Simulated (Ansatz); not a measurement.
**Sn2S3 (Ottemannite): the r2SCAN gap against the k mesh of the density**

Aim: see how gap, energy and time of Sn2S3 (Ottemannite) follow the k mesh of the density.

Calculated with Ansatz 0.2.0; DFT, r2SCAN, plane waves, PAW.

## Step 1: Starting point

Symmetry: Pnma, No. 62, orthorhombic system. Conventional cell: a = 8.878 Å, b = 3.751 Å, c = 14.020 Å, α = 90.00°, β = 90.00°, γ = 90.00°. Nearest to Sn lie 6 S at 2.50 to 2.60 Å. Nearest to Sn lie 4 S at 2.65 to 3.14 Å. Nearest to S lie 4 Sn at 2.57 to 3.14 Å. Nearest to S lie 3 Sn at 2.56 to 2.77 Å. Nearest to S lie 3 Sn at 2.50 to 2.65 Å. Farther neighbours and most contacts between anions are not listed.

The cell and positions come from the Crystallography Open Database and are kept as given unless a step says otherwise. The default PAW set here is soft_2. Its files were made with PBE.

## Step 2: k mesh of the density: 2×2×1

File input.yaml:

```yaml
crystal:
  lattice:
    - [8.878, 0.0, 0.0]
    - [0.0, 3.751, 0.0]
    - [0.0, 0.0, 14.02]
  atoms:
    - { symbol: Sn, position: [0.16494, 0.25, 0.05195] }
    - { symbol: Sn, position: [0.33506, 0.75, 0.55195] }
    - { symbol: Sn, position: [0.66494, 0.25, 0.44805] }
    - { symbol: Sn, position: [0.83506, 0.75, 0.94805] }
    - { symbol: Sn, position: [0.48509, 0.75, 0.16936] }
    - { symbol: Sn, position: [0.01491, 0.25, 0.66936] }
    - { symbol: Sn, position: [0.98509, 0.75, 0.33064] }
    - { symbol: Sn, position: [0.51491, 0.25, 0.83064] }
    - { symbol: S, position: [0.98047, 0.75, 0.1064] }
    - { symbol: S, position: [0.51953, 0.25, 0.6064] }
    - { symbol: S, position: [0.48047, 0.75, 0.3936] }
    - { symbol: S, position: [0.01953, 0.25, 0.8936] }
    - { symbol: S, position: [0.33879, 0.75, 0.99524] }
    - { symbol: S, position: [0.16121, 0.25, 0.49524] }
    - { symbol: S, position: [0.83879, 0.75, 0.50476] }
    - { symbol: S, position: [0.66121, 0.25, 0.00476] }
    - { symbol: S, position: [0.28631, 0.25, 0.21246] }
    - { symbol: S, position: [0.21369, 0.75, 0.71246] }
    - { symbol: S, position: [0.78631, 0.25, 0.28754] }
    - { symbol: S, position: [0.71369, 0.75, 0.78754] }
kpoints:
  mp_grid: { grid: [2, 2, 1] }
  band_path:
    path:
      - [0.0, 0.0, 0.0]
      - [0.5, 0.0, 0.0]
      - [0.5, 0.5, 0.0]
      - [0.0, 0.5, 0.0]
      - [0.0, 0.0, 0.5]
      - [0.5, 0.0, 0.5]
      - [0.5, 0.5, 0.5]
      - [0.0, 0.5, 0.5]
      - [0.1, 0.0, 0.0]
      - [0.0, 0.0, 0.45]
    npoints: 1
hamiltonian:
  xc: r2scan
scf:
  occupations: { method: fixed }
  n_extra_bands: 10
output:
  eigenvalues: true
  forces: true
  stress: true
```

On the command line:

```sh
$ ansatz run input.yaml --threads 24 --pin off --max-ram 82944MiB --backend cuda --events-out ev --progress --plain --runs-dir out --devices 1 --max-vram 78GiB
```

Numbers of over 12 decimals in the logs are rounded to 6 here.

Log:

```text
scf.n_extra_bands = 10 over 92 filled bands (N_el = 184.0): the run solves 102 bands
GPUs: using 1 of 1 available (devices: 1).
Engine: ansatz 0.2.0, aarch64-unknown-linux-gnu
Pseudopotentials: kind: paw
Pseudopotential: Sn, paw, valence charge 14, recommended cutoff 500 eV (meta_gga), Sn.paw.azcp
Pseudopotential: S, paw, valence charge 6, recommended cutoff 500 eV (meta_gga), S.paw.azcp
Functional definition: r2SCAN
  parameter k0 = 0.174
  parameter k1 = 0.065
  parameter a1 = 4.9479
  exchange = r2scan_x(k0 = k0, k1 = k1, a1 = a1)
  correlation = r2scan_c
device memory: the entry about to start is reckoned to put 7.3 GiB on a device that reports 175.6 GiB free (of which the cap on the GPU budget leaves the run 78.0 GiB)
GPU FFT provider: cuFFT
GPU libraries: cuBLAS 13.8.1, cuFFT 12.4.0, cuSOLVER 12.3.2
GPU matrix products: emulated (plane waves: as basis.precision tells), large ones in fixed point in workspaces of 1.00 GiB
Crystal: 20 atoms, lattice volume = 466.885 Å³
Basis set: ecut = 500 eV, 11863 PW (Γ), exchange–correlation on 288×120×432 points (64 copies of the dense FFT grid, shifted against one another)
Bands: 102, of which v1, the nominal top of the filled ones, is band 92 counted from 1 (91 counted from 0)
Symmetry: 8 space group operations
Space group: Pnma (ITA 62), of the structure as read, at distance tolerance 7.8e-5 Å
k-points: 4
Non-local potential: Sn, projectors of the file, l = 0: 2, l = 1: 2, l = 2: 2, l = 3: 2
Non-local potential: S, projectors of the file, l = 0: 2, l = 1: 2, l = 2: 2
PAW form: soft (Blöchl's): semilocal exchange-correlation on the pseudo side does not see the compensation charge
PAW frozen core: Sn, regenerated for the run's functional (the file was generated under x = pbe(κ = 0.804, μ = 0.219515), c = pbe(β = 0.066725))
PAW frozen core: S, regenerated for the run's functional (the file was generated under x = pbe(κ = 0.804, μ = 0.219515), c = pbe(β = 0.066725))
PAW one-centre angular grid: Sn, 590 points (default); XC on 249 of its mesh's 2787 points in the sphere
PAW one-centre angular grid: S, 302 points (default); XC on 160 Gauss nodes
Initial density: superposition of atomic densities (neutral atoms: chi_scale 0, normalization atom), corrected by the library's trained network
Initial wavefunctions: pseudopotential atomic-orbital guess
GPU buffer pool allocated for 233280 grid points (all kernels)
GPU transforms: local potential: pruned to the plane-wave sphere, on 72×27×108; band sums: pruned to the plane-wave sphere, on 72×30×108
Functional: x = r2scan, c = r2scan; τ floored in thin density (d = 2e-4 eV/Å³)
SCF iter   1: F=—  HF=-59186.596353 eV  |F-HF|=—  |Δ(HF+E_count)|=         —  Δρ=7.67e-3  dr2=2.18e-1  dr2_τ=9.39e-2  ethr=1.77e-3  ⟨swp⟩=5.0  Hψ=1444  notcnv=0  defer=29
preconditioner: auto → Resta (q_TF=auto, 2.336 Å⁻¹)  ε∞=3.3  [insulator: Δε(μ)=1.102 eV  Ē_g=15.342 eV  n_scr=110 (ndim 8)  ℏωp=23.3 eV  f_vac=0.007  ε∞_Penn≈3.3]
SCF iter   2: F=—  HF=-59186.788167 eV  |F-HF|=—  |Δ(HF+E_count)|=   1.92e-1  Δρ=4.27e-3  dr2=6.43e-2  dr2_τ=8.26e-4  ethr=1.18e-4  ⟨swp⟩=3.0  Hψ=814  notcnv=0  defer=30
SCF iter   3: F=—  HF=-59186.792045 eV  |F-HF|=—  |Δ(HF+E_count)|=   3.88e-3  Δρ=9.08e-4  dr2=5.83e-3  dr2_τ=3.70e-4  ethr=3.49e-5  ⟨swp⟩=2.2  Hψ=558  notcnv=0  defer=30
SCF iter   4: F=—  HF=-59186.791619 eV  |F-HF|=—  |Δ(HF+E_count)|=   4.26e-4  Δρ=2.40e-4  dr2=3.20e-4  dr2_τ=1.95e-5  ethr=3.17e-6  ⟨swp⟩=3.0  Hψ=764  notcnv=0  defer=30
SCF iter   5: F=—  HF=-59186.791109 eV  |F-HF|=—  |Δ(HF+E_count)|=   5.10e-4  Δρ=8.83e-5  dr2=6.23e-5  dr2_τ=3.68e-6  ethr=1.74e-7  ⟨swp⟩=3.0  Hψ=750  notcnv=0  defer=27
SCF iter   6: F=—  HF=-59186.791935 eV  |F-HF|=—  |Δ(HF+E_count)|=   8.25e-4  Δρ=2.76e-5  dr2=5.28e-6  dr2_τ=1.78e-7  ethr=3.38e-8  ⟨swp⟩=2.2  Hψ=567  notcnv=0  defer=22
SCF iter   7: F=—  HF=-59186.791937 eV  |F-HF|=—  |Δ(HF+E_count)|=   2.70e-6  Δρ=5.88e-6  dr2=2.78e-7  dr2_τ=1.12e-8  ethr=2.87e-9  ⟨swp⟩=2.0  Hψ=550  notcnv=0  defer=22
SCF iter   8: F=-59186.791937 eV  HF=-59186.791938 eV  |F-HF|=1.38e-8  |Δ(HF+E_count)|=   7.99e-8  Δρ=2.11e-6  dr2=3.61e-8  dr2_τ=2.45e-9  ethr=5.43e-11  ⟨swp⟩=13.5  Hψ=2369  notcnv=0
SCF 1 converged in 8 iterations: F = -59186.791937 eV  dr2 = 3.61e-8
[...]
device memory: the entry about to start is reckoned to put 8.7 GiB on a device that reports 175.6 GiB free (of which the cap on the GPU budget leaves the run 78.0 GiB)
NSCF: frozen V_eff on 10 k-points
SCF converged after 8 iterations
Free energy (F): -59186.791937 eV
Harris-Foulkes:  -59186.791938 eV  (|F-HF|=1.38e-8)
Internal energy: -59186.791937 eV  (E = F + TS)
E sigma→0 (E₀):  -59186.791937 eV
Fermi energy:    7.526199 eV
--- Per-component energies (eV) ---
  E_band       = -995.058494
  E_kinetic    = 2774.155336
  E_local      = -10431.276012  (includes V_loc(G=0)·N_el)
  E_nonlocal   = 84.634501
  E_hartree    = 5713.819646
  E_xc         = -4094.982486
  E_vxc        = -1962.478417  (∫ρ·V_xc dr)
  E_paw        = -40602.014687  (= ΣΔE_a)
  E_vpaw       = -2991.672340  (= ΣTr[D̂ρ^β])
  E_aug_tail   = 0.000009  (compensation charges beyond the density's cutoff)
  E_vtau       = 103.941866  (kinetic-family band-sum trace: ∫τ·v_τ [+ j·A + Jᵃ·Aᵃ] dr)
  E_ewald      = -12635.693603
  E_core_change = 4.565358  (= ΣΔE_core)
  E_smearing   = -0.000000  (= −TS)
  E_closure    = 0.000000  (closes the sum)
  Σ components = -59186.791937   (vs F -59186.791937, Δ=0.00e0)
--- Forces (eV/Å), atoms counted from 1 ---
  atom   1  Sn    -0.06959843    -0.00000000    -0.12412427
  atom   2  Sn     0.06959843     0.00000000    -0.12412427
  atom   3  Sn    -0.06959843    -0.00000000     0.12412427
  atom   4  Sn     0.06959843     0.00000000     0.12412427
  atom   5  Sn    -0.04287514     0.00000000    -0.17127688
  atom   6  Sn     0.04287514     0.00000000    -0.17127688
  atom   7  Sn    -0.04287514    -0.00000000     0.17127688
  atom   8  Sn     0.04287514    -0.00000000     0.17127688
  atom   9  S     -0.16807015     0.00000000    -0.07381751
  atom  10  S      0.16807015     0.00000000    -0.07381751
  atom  11  S     -0.16807015     0.00000000     0.07381751
  atom  12  S      0.16807015     0.00000000     0.07381751
  atom  13  S      0.23816065    -0.00000000    -0.05191786
  atom  14  S     -0.23816065     0.00000000    -0.05191786
  atom  15  S      0.23816065     0.00000000     0.05191786
  atom  16  S     -0.23816065     0.00000000     0.05191786
  atom  17  S      0.08936773     0.00000000    -0.03537084
  atom  18  S     -0.08936773    -0.00000000    -0.03537084
  atom  19  S      0.08936773    -0.00000000     0.03537084
  atom  20  S     -0.08936773    -0.00000000     0.03537084
  max |Σ_I F_I| component: 2.78e-17 eV/Å
--- Stress (GPa, compression-positive) ---
        0.905594       0.000000       0.000000
        0.000000       6.376002       0.000000
        0.000000       0.000000      -0.497459
  P = ⅓ Tr σ = 2.2614 GPa (22.614 kbar)
--- Band table (eV) ---
  k-point 0: bands = [... 88 lower, 6.2738, 6.7524, 7.4618, 7.5262, 8.6782, 8.8433, 8.9548, 9.2535, ... 6 higher]
  k-point 1: bands = [... 88 lower, 6.0808, 6.0808, 6.5585, 6.5585, 8.8301, 8.8301, 9.0288, 9.0288, ... 6 higher]
  k-point 2: bands = [... 88 lower, 6.6421, 6.6421, 6.9673, 6.9673, 8.5861, 8.5861, 9.5503, 9.5503, ... 6 higher]
  k-point 3: bands = [... 88 lower, 6.2874, 6.2874, 6.2874, 6.2874, 9.0133, 9.0133, 9.0133, 9.0133, ... 6 higher]
```

Elapsed: 1.9 s, on 1 × NVIDIA GB200 (shared by 2 runs) with 24 threads of Arm Neoverse V2, shared host; peak memory 1.7 GiB.

Reading the cycles: dr2 is the Hartree energy of the density residual (eV), the measure of convergence; HF is the Harris–Foulkes estimate of the energy, which meets the free energy F at convergence.

This step gave:

| Item | Value |
| --- | --- |
| pressure | 2.261 GPa |
| gap | 0.8692 eV |
| valence top at | k = (0.100, 0.000, 0.000) |
| conduction bottom at | T |
| least direct gap | 0.9570 eV |

The gap is indirect, with the least direct gap 0.09 eV higher.

## Step 3: k mesh of the density: 2×4×2

input.yaml, as its differences from that of step 2:

```diff
@@ -27,3 +27,3 @@
 kpoints:
-  mp_grid: { grid: [2, 2, 1] }
+  mp_grid: { grid: [2, 4, 2] }
   band_path:
```

Log:

```text
[...]
GPUs: using 1 of 1 available (devices: 1).
[...]
GPU FFT provider: cuFFT
GPU libraries: cuBLAS 13.8.1, cuFFT 12.4.0, cuSOLVER 12.3.2
[...]
Crystal: 20 atoms, lattice volume = 466.885 Å³
Basis set: ecut = 500 eV, 11863 PW (Γ), exchange–correlation on 288×120×432 points (64 copies of the dense FFT grid, shifted against one another)
[...]
k-point 0: bands = [... 88 lower, 6.2517, 6.7343, 7.4707, 7.5338, 8.6441, 8.8055, 8.9215, 9.2195, ... 6 higher]
  k-point 1: bands = [... 88 lower, 6.3917, 6.3917, 7.5193, 7.5193, 8.4487, 8.4487, 9.1972, 9.1972, ... 6 higher]
  k-point 2: bands = [... 88 lower, 6.5583, 6.6358, 6.6769, 6.7137, 8.8940, 9.0814, 9.4123, 9.5506, ... 6 higher]
  k-point 11: bands = [... 88 lower, 6.2014, 6.2014, 6.2014, 6.2014, 8.8984, 8.8984, 8.8984, 8.8984, ... 6 higher]
[key lines of the parts left out:]
SCF converged after 8 iterations
Free energy (F): -59188.536831 eV
Fermi energy:    7.533758 eV
P = ⅓ Tr σ = 1.4912 GPa (14.912 kbar)
```

Run time: 2.4 s. Hardware: 1 × NVIDIA GB200 (shared by 2 runs) with 24 threads; peak memory 1.6 GiB; 9.7 s of CPU time.

Numbers from this step:

| Property | Result |
| --- | --- |
| pressure | 1.491 GPa |
| gap | 0.8353 eV |
| valence top at | k = (0.100, 0.000, 0.000) |
| conduction bottom at | T |
| least direct gap | 0.9220 eV |

The gap is 0.835 eV, −0.034 eV from the run before at this level.

## Step 4: k mesh of the density: 4×6×2 (the default)

input.yaml, as its differences from that of step 3:

```diff
@@ -27,16 +27,10 @@
 kpoints:
-  mp_grid: { grid: [2, 4, 2] }
+  mp_grid: { grid: [4, 6, 2] }
   band_path:
     path:
-      - [0.0, 0.0, 0.0]
-      - [0.5, 0.0, 0.0]
-      - [0.5, 0.5, 0.0]
-      - [0.0, 0.5, 0.0]
-      - [0.0, 0.0, 0.5]
-      - [0.5, 0.0, 0.5]
-      - [0.5, 0.5, 0.5]
-      - [0.0, 0.5, 0.5]
-      - [0.1, 0.0, 0.0]
-      - [0.0, 0.0, 0.45]
-    npoints: 1
+      - [[0.0, 0.0, 0.0], [0.5, 0.0, 0.0], [0.5, 0.5, 0.0], [0.0, 0.5, 0.0], [0.0, 0.0, 0.0], [0.0, 0.0, 0.5], [0.5, 0.0, 0.5], [0.5, 0.5, 0.5], [0.0, 0.5, 0.5], [0.0, 0.0, 0.5]]
+      - [[0.5, 0.0, 0.0], [0.5, 0.0, 0.5]]
+      - [[0.0, 0.5, 0.0], [0.0, 0.5, 0.5]]
+      - [[0.5, 0.5, 0.0], [0.5, 0.5, 0.5]]
+    npoints: 10
 hamiltonian:
@@ -44,3 +38,3 @@
 scf:
-  occupations: { method: fixed }
+  occupations: { method: fermi_dirac, width: 0.02 }
   n_extra_bands: 10
```

Log:

```text
[...]
GPUs: using 1 of 1 available (devices: 1).
[...]
GPU FFT provider: cuFFT
GPU libraries: cuBLAS 13.8.1, cuFFT 12.4.0, cuSOLVER 12.3.2
[...]
Crystal: 20 atoms, lattice volume = 466.885 Å³
Basis set: ecut = 500 eV, 11863 PW (Γ), exchange–correlation on 288×120×432 points (64 copies of the dense FFT grid, shifted against one another)
[...]
k-point 0: bands = [... 88 lower, 6.2511, 6.7331, 7.4731, 7.5369, 8.6405, 8.8013, 8.9180, 9.2163, ... 6 higher]
  k-point 1: bands = [... 88 lower, 6.3922, 6.3922, 7.5214, 7.5214, 8.4453, 8.4453, 9.1940, 9.1940, ... 6 higher]
  k-point 2: bands = [... 88 lower, 6.5777, 6.7445, 7.1043, 7.2104, 9.0286, 9.0741, 9.5119, 9.7796, ... 6 higher]
  k-point 23: bands = [... 88 lower, 6.2002, 6.2002, 6.2002, 6.2002, 8.8952, 8.8952, 8.8952, 8.8952, ... 6 higher]
[key lines of the parts left out:]
SCF converged after 8 iterations
Free energy (F): -59188.592386 eV
Fermi energy:    7.968689 eV
P = ⅓ Tr σ = 1.4702 GPa (14.702 kbar)
```

The job ended after 4.4 s (1 × NVIDIA GB200 (shared by 2 runs) with 24 threads; peak memory 1.7 GiB; 56 s of CPU time).

Numbers from this step:

```yaml
pressure: 1.470 GPa
gap: 0.8298 eV
valence_top_at: k = (0.100, 0.000, 0.000)
conduction_bottom_at: T
least_direct_gap: 0.9166 eV
```

The gap is 0.830 eV, −0.005 eV from the run before at this level.

## Step 5: k mesh of the density: 4×10×4

input.yaml, the sections that differ from step 4:

```yaml
kpoints:
  mp_grid: { grid: [4, 10, 4] }
  band_path:
    path:
      - [0.0, 0.0, 0.0]
      - [0.5, 0.0, 0.0]
      - [0.5, 0.5, 0.0]
      - [0.0, 0.5, 0.0]
      - [0.0, 0.0, 0.5]
      - [0.5, 0.0, 0.5]
      - [0.5, 0.5, 0.5]
      - [0.0, 0.5, 0.5]
      - [0.1, 0.0, 0.0]
      - [0.0, 0.0, 0.45]
    npoints: 1
scf:
  occupations: { method: fixed }
  n_extra_bands: 10
# crystal, hamiltonian, output: as in step 4
```

Log:

```text
[...]
GPUs: using 1 of 1 available (devices: 1).
[...]
GPU FFT provider: cuFFT
GPU libraries: cuBLAS 13.8.1, cuFFT 12.4.0, cuSOLVER 12.3.2
[...]
Crystal: 20 atoms, lattice volume = 466.885 Å³
Basis set: ecut = 500 eV, 11863 PW (Γ), exchange–correlation on 288×120×432 points (64 copies of the dense FFT grid, shifted against one another)
[...]
k-point 0: bands = [... 88 lower, 6.2510, 6.7329, 7.4733, 7.5371, 8.6402, 8.8009, 8.9177, 9.2159, ... 6 higher]
  k-point 1: bands = [... 88 lower, 6.2079, 6.6540, 7.5038, 7.5255, 8.5036, 8.6221, 9.0541, 9.2354, ... 6 higher]
  k-point 2: bands = [... 88 lower, 6.3921, 6.3921, 7.5215, 7.5215, 8.4450, 8.4450, 9.1936, 9.1936, ... 6 higher]
  k-point 53: bands = [... 88 lower, 6.2000, 6.2000, 6.2000, 6.2000, 8.8949, 8.8949, 8.8949, 8.8949, ... 6 higher]
[key lines of the parts left out:]
SCF converged after 8 iterations
Free energy (F): -59188.597105 eV
Fermi energy:    7.537058 eV
P = ⅓ Tr σ = 1.4675 GPa (14.675 kbar)
```

Run time: 3.7 s. Hardware: 1 × NVIDIA GB200 (shared by 2 runs) with 24 threads; peak memory 1.6 GiB; 32 s of CPU time.

This step gave:

```
pressure             : 1.468 GPa
gap                  : 0.8294 eV
valence top at       : k = (0.100, 0.000, 0.000)
conduction bottom at : T
least direct gap     : 0.9162 eV
```

The gap is 0.829 eV, as in the run before at this level.

## Step 6: The series

Differences are against the last row; a negative gap means that bands overlap, and a run with a band path holds that path's time. Times are wall times on 1 × NVIDIA GB200 (shared by 2 runs) with 24 threads of Arm Neoverse V2, shared host, good to a factor of about two.

```
k mesh of the density  gap (eV)  direct gap (eV)  gap error (eV)  energy error (meV/atom)  irreducible k   time
                2×2×1     0.869            0.957          +0.040                    +90.3              4  1.9 s
                2×4×2     0.835            0.922          +0.006                     +3.0             12  2.4 s
                4×6×2     0.830            0.917         +0.0004                     +0.2             24  4.4 s
               4×10×4     0.829            0.916          +0.000                     +0.0             54  3.7 s
```

## Step 7: Results

```json
{"2×2×1": "0.869 eV", "2×4×2": "0.835 eV", "4×6×2": "0.830 eV", "4×10×4": "0.829 eV"}
```

The gap holds to 0.02 eV from 2×4×2 on. At 2×2×1 the gap is off by +0.040 eV and the energy by +90 meV/atom. The gap is read over the mesh and added points near the edges, so meshes differ mainly through the density and, for a hybrid, the exchange operator.

[Paths, hosts, dates, memory and timing lines, banners, echoed tables and standing remarks are left out of the program output.]

[Logs are printed without paths, hosts, clocks, repeated set-up lines and the standing remarks that a program may print on its own settings, such as how far it seeks lower states.]

[Runs of the session that timed out or met a known fault of the program may be left out.]

[Cells called generated may have been cut or substituted from an entry of the Crystallography Open Database or the Materials Project.]

[Hosts, paths, dates, database ids (printed as entryN), source tags and the programs' standing remarks are cut or masked in the printed files.]
